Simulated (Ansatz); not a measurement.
Consider NaCuCl3 (cubic perovskite) (Pm-3m).

The structure was built from a prototype and need not be the compound's stable phase.

```yaml
crystal:
  lattice:
    - [0.00000, -4.80204, 0.00000]
    - [0.00000, 0.00000, 4.80204]
    - [-4.80204, 0.00000, 0.00000]
  atoms:
    - { symbol: Na, position: [0.00000, 0.00000, 0.00000] }
    - { symbol: Cu, position: [0.50000, 0.50000, 0.50000] }
    - { symbol: Cl, position: [0.50000, 0.50000, 0.00000] }
    - { symbol: Cl, position: [0.50000, 0.00000, 0.50000] }
    - { symbol: Cl, position: [0.00000, 0.50000, 0.50000] }
```

The structure was relaxed with PBE. The structure type comes from a generator and need not be one that this composition takes. The structure was generated from a model, not taken from a measurement. The runs that relaxed it are not among those shown. The program's search for lower electronic states was switched off, so nothing shows that the state found is the lowest. PAW set soft_2, made with PBE.

A constrained-RPA run (Ansatz 0.2.0; non-magnetic PBE; Cu d + anion p, bands v14 to v1, 4×4×4 mesh, medium accuracy) builds 14 functions on bands 7.1 eV wide, with 27.0 electrons in the window. The bare on-site interaction is 27.5 eV and the bare J 0.95 eV.

Question: Estimate U, U′ and J.

On the Cu d shell, U = 9.19 eV (33 % of the bare value), U′ = 7.60 eV, J = 0.80 eV.

The parent state is non-magnetic and the interaction static (zero frequency); U depends on the window and the orbitals, so it belongs to this model alone. A window that holds the anion p bands defines a model with explicit ligands; its U belongs to that model and is not the U of DFT+U.

[Paths, hosts, dates, memory and timing lines, banners, echoed tables and standing remarks are left out of the program output.]

[Logs are printed without paths, hosts, clocks, repeated set-up lines and the standing remarks that a program may print on its own settings, such as how far it seeks lower states.]

[Runs of the session that timed out or met a known fault of the program may be left out.]

[Hosts, paths, dates, database ids (printed as entryN), source tags and the programs' standing remarks are cut or masked in the printed files.]
